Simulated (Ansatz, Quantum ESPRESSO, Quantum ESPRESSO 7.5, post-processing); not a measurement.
**vacuum gap of 6.0 Å between two Cu(111) faces: ballistic transmission**

Aim: the zero-bias transmission with pwcond for this junction: vacuum gap of 6.0 Å between two Cu(111) faces.

Calculated with Quantum ESPRESSO 7.5; plane-wave DFT, PBE, GBRV ultrasoft pseudopotentials (cross-check by Ansatz 0.2.0 with PAW datasets).

Most raw output is cut from this account.

### Step 1. Set-up

The cell holds 12 atoms: 12 Cu. Its edges and angles: a = 2.574 Å, b = 2.574 Å, c = 29.117 Å, α = 90.0°, β = 90.0°, γ = 60.0°. It derives from Cu. Regions: left lead, 6 atoms (6 Cu); right lead, 6 atoms (6 Cu). The structure is stacked along c, and the current runs across the ab planes.

Coordinates:

```cif
data_structure
_symmetry_space_group_name_H-M 'P 1'
_symmetry_Int_Tables_number 1
_cell_length_a 2.5739
_cell_length_b 2.5739
_cell_length_c 29.1171
_cell_angle_alpha 90.000
_cell_angle_beta 90.000
_cell_angle_gamma 60.000
_cell_volume 167.05
loop_
_atom_site_label
_atom_site_type_symbol
_atom_site_fract_x
_atom_site_fract_y
_atom_site_fract_z
_atom_site_occupancy
Cu1 Cu 0.00000 0.00000 0.00000 1
Cu2 Cu 0.33333 0.33333 0.07218 1
Cu3 Cu 0.66667 0.66667 0.14435 1
Cu4 Cu 0.00000 0.00000 0.21653 1
Cu5 Cu 0.33333 0.33333 0.28870 1
Cu6 Cu 0.66667 0.66667 0.36088 1
Cu7 Cu 0.00000 0.00000 0.56694 1
Cu8 Cu 0.33333 0.33333 0.63912 1
Cu9 Cu 0.66667 0.66667 0.71130 1
Cu10 Cu 0.00000 0.00000 0.78347 1
Cu11 Cu 0.33333 0.33333 0.85565 1
Cu12 Cu 0.66667 0.66667 0.92782 1
```

### Step 2. Ground state

One periodic cell holds a stretch of lead, the junction and more lead; the atoms stay as built.

scf.in

```
&control
  prefix = 'scf'
  outdir = './out'
  pseudo_dir = './pseudo'
  calculation = 'scf'
  tprnfor = .true.
/
&system
  ibrav = 0
  nat = 12
  ntyp = 1
  ecutwfc = 40
  ecutrho = 200
  occupations = 'smearing'
  smearing = 'mv'
  degauss = 0.01
/
&electrons
  conv_thr = 1e-07
  mixing_beta = 0.25
  electron_maxstep = 120
  mixing_mode = 'local-TF'
/
ATOMIC_SPECIES
  Cu  63.5460  cu_pbe_v1.2.uspp.F.UPF
CELL_PARAMETERS angstrom
  2.57386868351903 0.00000000000000 0.00000000000000
  1.28693434175952 2.22903566593269 0.00000000000000
  0.00000000000000 0.00000000000000 29.11710477835262
ATOMIC_POSITIONS crystal
  Cu  0.000000000000 0.000000000000 0.000000000000
  Cu  0.333333333000 0.333333333000 0.072175959658
  Cu  0.666666667000 0.666666667000 0.144351919317
  Cu  0.000000000000 0.000000000000 0.216527878975
  Cu  0.333333333000 0.333333333000 0.288703838633
  Cu  0.666666667000 0.666666667000 0.360879798292
  Cu  0.000000000000 0.000000000000 0.566944242050
  Cu  0.333333333000 0.333333333000 0.639120201708
  Cu  0.666666667000 0.666666667000 0.711296161367
  Cu  0.000000000000 0.000000000000 0.783472121025
  Cu  0.333333333000 0.333333333000 0.855648080683
  Cu  0.666666667000 0.666666667000 0.927824040342
K_POINTS automatic
  11 11 1 0 0 0
```

Run with:

```bash
> OMP_NUM_THREADS=1 mpirun -n 4 pw.x -nk 4 -in scf.in > scf.out
```

It took 94 s on 4 MPI ranks of Arm Neoverse V2, shared host; peak memory 0.78 GiB; 6.2 min of CPU time.

This step gave:

| Item | Value |
| --- | --- |
| free energy | -65923.9391 eV |
| Fermi energy | 12.97 eV |

The program's own clock; routines nest. Time by routine:

```
     routine  wall time (s)  calls
       PWSCF          93.16      1
   electrons          90.12      1
     c_bands           80.8     15
     cegterg          75.15     60
       h_psi          29.74    293
        fftw          15.36  50818
    vloc_psi          15.26    293
      calbec          10.37    369
  add_vuspsi           7.04    293
       s_psi           7.02    293
h_psi:calbec              7    293
    sum_band           6.77     15
     cdiaghg           6.27    289
    init_run           1.96      1
```

The run needed 15 iterations to bring the estimated error under 1e-07 Ry; the largest force on any atom, held or free, is 0.12 eV/Å.

### Step 3. Transmission with pwcond.x

prefixt takes both regions from one run: the lead from 0 to bdl, the scattering region from bdl to bds (units of alat). ikind = 1 puts the same lead on both sides. The program's T_tot counts both spins in a run without spin; the tables below give T per spin.

cond.in

```
&inputcond
  outdir = './out'
  prefixt = 'scf'
  tran_file = 'cond.dat'
  bdl = 2.4494897430
  bds = 11.3125836475
  ikind = 1
  ewind = 4.0
  epsproj = 1e-05
  nz1 = 7
  energy0 = 0.4
  denergy = -0.4
/
14
  0.00000000 0.00000000 0.01000000
  0.00000000 0.10000000 0.06000000
  0.00000000 0.20000000 0.06000000
  0.00000000 0.30000000 0.06000000
  0.00000000 0.40000000 0.06000000
  0.00000000 0.50000000 0.03000000
  0.10000000 0.20000000 0.06000000
  0.10000000 0.30000000 0.12000000
  0.10000000 0.40000000 0.12000000
  0.10000000 0.50000000 0.12000000
  0.20000000 0.40000000 0.06000000
  0.20000000 0.50000000 0.12000000
  0.20000000 0.60000000 0.06000000
  0.30000000 0.60000000 0.06000000
3
```

Run with:

```bash
> OMP_NUM_THREADS=1 mpirun -n 4 pwcond.x -in cond.in > cond.out
```

It took 26 s on 4 MPI ranks; peak memory 0.23 GiB.

This step gave:

* lead channels at the Fermi level, one spin: 0.87
* transmission at the Fermi level, one spin: 0.005319
* conductance: 0.005319 G₀

Per spin; mean over the k mesh across the current. Table of open channels, zone mean by energy, zero at the Fermi level:

```
energy (eV)  open channels, zone mean
     -0.400                      0.75
      0.000                      0.87
      0.400                      0.81
```

Per spin; mean over the k mesh across the current. The transmission, zone mean by energy, zero at the Fermi level:

```
energy (eV)  transmission, zone mean
     -0.400                  0.00334
      0.000                  0.00532
      0.400                  0.00382
```

At 0.000 eV; k in fractions of b1, b2. Transmission by k point:

```
 k1   k2  weight         t  channels
  0    0    0.01         0         0
  0  0.1    0.06   0.05042         1
  0  0.2    0.06   0.01003         1
  0  0.3    0.06  0.002037         1
  0  0.4    0.06   3.94e-4         1
  0  0.5    0.03   3.42e-5         1
0.1  0.2    0.06   0.01601         1
0.1  0.3    0.12  0.003544         1
0.1  0.4    0.12   7.85e-4         1
0.1  0.5    0.12   2.38e-5         1
0.2  0.4    0.06  0.001001         1
0.2  0.5    0.12   2.28e-5         1
0.2  0.6    0.06         0         0
0.3  0.6    0.06         0         0
```

The program's own clock; routines nest. Time by routine:

```
     routine  wall time (s)  calls
      PWCOND          25.85      1
scatter_forw          20.88     84
      compbs           2.43     42
    compbs_2           2.02     42
       local           1.53     14
        init           0.33      1
       poten           0.02      1
```

At no point does T exceed the number of channels.

### Step 4. Transmission with pwcond.x, with epsproj = 0.01

How much does a setting matter? One run is repeated with a change.

cond.w.in, as its differences from the input of step 3:

```diff
@@ -3,3 +3,3 @@
   prefixt = 'scf'
-  tran_file = 'cond.dat'
+  tran_file = 'cond.w.dat'
   bdl = 2.4494897430
@@ -8,3 +8,3 @@
   ewind = 4.0
-  epsproj = 1e-05
+  epsproj = 0.01
   nz1 = 7
```

Run with:

```bash
> OMP_NUM_THREADS=1 mpirun -n 4 pwcond.x -in cond.w.in > cond.w.out
```

It took 13 s on 4 MPI ranks; peak memory 0.2 GiB; 51 s of CPU time.

The changed values were drawn from a wide range, not chosen for quality; the comparison shows what they did here together.

Beside the run it was changed from:

```
                                  quantity  this run  unchanged run  difference
 transmission at the Fermi level, one spin  0.005598       0.005319      2.8e-4
lead channels at the Fermi level, one spin      0.87           0.87           0
                             wall time (s)        13             26
```

Over all energies T moves by up to 2.8e-4, at 0 eV.

The physical values in this table move by up to 5.2 %.

### Step 5. Cross-check with Ansatz

A second code with its own PAW datasets, on the same atoms.

Level of this step: plane-wave DFT, PBE, Ansatz PAW (Ansatz 0.2.0).

input.yaml

```yaml
crystal:
  lattice:
    - [2.5738686835, 0.0, 0.0]
    - [1.2869343418, 2.2290356659, 0.0]
    - [0.0, 0.0, 29.1171047784]
  atoms:
    - { symbol: Cu, position: [0.0, 0.0, 0.0] }
    - { symbol: Cu, position: [0.333333333, 0.333333333, 0.0721759597] }
    - { symbol: Cu, position: [0.666666667, 0.666666667, 0.1443519193] }
    - { symbol: Cu, position: [0.0, 0.0, 0.216527879] }
    - { symbol: Cu, position: [0.333333333, 0.333333333, 0.2887038386] }
    - { symbol: Cu, position: [0.666666667, 0.666666667, 0.3608797983] }
    - { symbol: Cu, position: [0.0, 0.0, 0.566944242] }
    - { symbol: Cu, position: [0.333333333, 0.333333333, 0.6391202017] }
    - { symbol: Cu, position: [0.666666667, 0.666666667, 0.7112961614] }
    - { symbol: Cu, position: [0.0, 0.0, 0.783472121] }
    - { symbol: Cu, position: [0.333333333, 0.333333333, 0.8556480807] }
    - { symbol: Cu, position: [0.666666667, 0.666666667, 0.9278240403] }
kpoints:
  mp_grid: { grid: [11, 11, 1] }
hamiltonian:
  xc: pbe
scf:
  occupations: { method: fermi_dirac, width: 0.1 }
  convergence: { dr2_threshold: 1.0e-08 }
output:
  transmission: { leads: [[0, 3]], e_range: [-0.4, 0.4], de: 0.4, kmesh: [10, 10] }
  write_potential: true
  write_density: true
  volumetric_format: npy
  elf: true
```

Run with:

```bash
> ansatz run input.yaml --threads 4 --pin off --max-ram 8192MiB --backend cpu --events-out ev --progress --plain --runs-dir out
```

It took 9.2 s on 4 threads; peak memory 0.86 GiB; 35 s of CPU time.

Numbers from this step:

* free energy: -79501.2243 eV
* energy at zero smearing: -79501.1704 eV
* smearing term TS: 0.1078 eV
* Fermi energy: 13.57 eV
* symmetry operations: 12
* transmission at the Fermi level, one spin: 0.004468
* step of the lead's Hamiltonian over a period: 1130 meV

Per spin; mean over the k mesh across the current. Table of transmission, zone mean by energy, zero at the Fermi level:

```
energy (eV)  transmission, zone mean
     -0.400                  0.00292
      0.000                  0.00447
      0.400                  0.00372
```

Per spin; mean over the k mesh across the current. Open channels, zone mean against energy, zero at the Fermi level:

```
energy (eV)  open channels, zone mean
     -0.400                      0.63
      0.000                      0.87
      0.400                      0.81
```

Electrostatic potential energy in the ca plane at fractional y = 0.000, with atoms of Cu within 0.2 Å of it. With pseudopotentials it is smooth inside the atoms' cores, unlike the true potential.

Ten even steps from '0' (-36 eV) to '9' (18 eV), each cell a mean:
```
02799999999999999999999997100389999999999972
25898889998889999999999998422689888999888985
78997678987678999999999999877898767898767898
89987458886468999999999999989998646888546899
88987568986568999999999999888998656898657898
46898788998789999999999998644789878999878987
03799899999999999999999997200489989999989983
01699999999999999999999996000279999999999971
```
Columns run along c (16.0 Å, from fractional 0.23 to 0.77 of the cell; values clipped at the 3rd and 97th percentile), rows up along a (2.6 Å). Atoms in or near the plane, at fractional coordinates: Cu at (0.57, 0.00).

Valence density in the ca plane at fractional y = 0.000, with atoms of Cu within 0.2 Å of it. It is the smooth field of the valence electrons, not physical close to the nuclei.

Values in e/Å³, 5 rows by 16 columns, each cell a mean:
```
 9  0  0  0  0  0  0  0  0  5 11  0  0  0  0  1
 1  0  1  0  1  0  0  0  0  0  1  0  1  0  1  0
 0  1  1  0  1  0  0  0  0  0  0  0  1  0  1  0
 2  0  0  0  0  0  0  0  0  1  2  0  0  0  0  1
16  0  0  0  0  0  0  0  0  9 20  0  0  0  0  2
```
Columns run along c (16.0 Å, from fractional 0.23 to 0.77 of the cell), rows up along a (2.6 Å). Atoms in or near the plane, at fractional coordinates: Cu at (0.57, 0.00).

Ansatz finds T = 0.00447 against pwcond's 0.00532.

### Step 6. All levels side by side

All levels:

```
                   step  T at the Fermi level (per spin)  conductance (G0)  r.m.s. T(E) from the first  CPU time of the step (s)  peak memory (GiB)
                 Ansatz                         0.004469                 -                           0                     34.61              0.858
                 pwcond                         0.005319          0.005319                     5.52e-4                     105.2               0.23
pwcond, changed setting                         0.005598          0.005598                     6.96e-4                     51.08                0.2
```

Per spin; mean over the k mesh across the current. Table of transmission, zone mean by energy, zero at the Fermi level:

```
energy (eV)   Ansatz   pwcond  pwcond, changed setting
     -0.400  0.00292  0.00334                  0.00334
      0.000  0.00447  0.00532                  0.00560
      0.400  0.00372  0.00382                  0.00373
```

### Step 7. The arithmetic

The Landauer sum over the mesh, Σ w T = 0.0600 × 0.0504 + 0.0600 × 0.016 + 0.0600 × 0.01 + … = 0.005319.

G = 0.00532 × 77.48 µS = 0.412 µS a cell. Times the area of 5.737 Å², the resistance-area product is A/G = 139 fΩ m², the leads' contact resistance included.

Free electrons at 1 an atom (3 atoms in 36.2 Å³) have k_F = 1.349 1/Å and offer A k_F²/4π = 0.83 channels per spin; the lead has 0.87 on this mesh.

### Step 8. Outcome

```
conductance from T at the Fermi level, a cell (G₀ = 2e²/h) : 0.00532 G₀
conductance per area                                       : 7.18 S/μm²
lead channels per spin                                     : 0.87
the same conductance by Ansatz                             : 0.00447 G₀
```

In words: The junction conducts 0.00532 G₀ a cell at the Fermi level (PBE, GBRV ultrasoft). At the Fermi level the junction passes 0.61 % of what the leads offer, the tunnelling regime. At the Fermi level pwcond and Ansatz differ by 19 %; unlike potentials, short leads and band edges at slightly different energies can each add to that; the cause was not traced. Ansatz finds a step of 1130 meV across the lead's period inside the junction cell: the lead is too short to be bulk-like, which bears on both codes. Points with over 2.5 times the mean carry 75 % of T, so the mean leans on few points, and the mesh was not tested. Over -0.4 to 0.4 eV, T lies between 0.0033 and 0.0053 per spin. The geometry is as built, not relaxed, and the leads are short. Semilocal functionals lack the image potential in a vacuum gap.

[Logs are printed without paths, hosts, clocks, repeated set-up lines and the standing remarks that a program may print on its own settings, such as how far it seeks lower states.]

[Hosts, paths, dates, database ids (printed as entryN), source tags and the programs' standing remarks are cut or masked in the printed files.]

[Maps of the electrostatic potential energy from Ansatz leave out the sawtooth potential of an applied field or a dipole correction, so their vacuum need not be flat; planar profiles and work functions include it.]
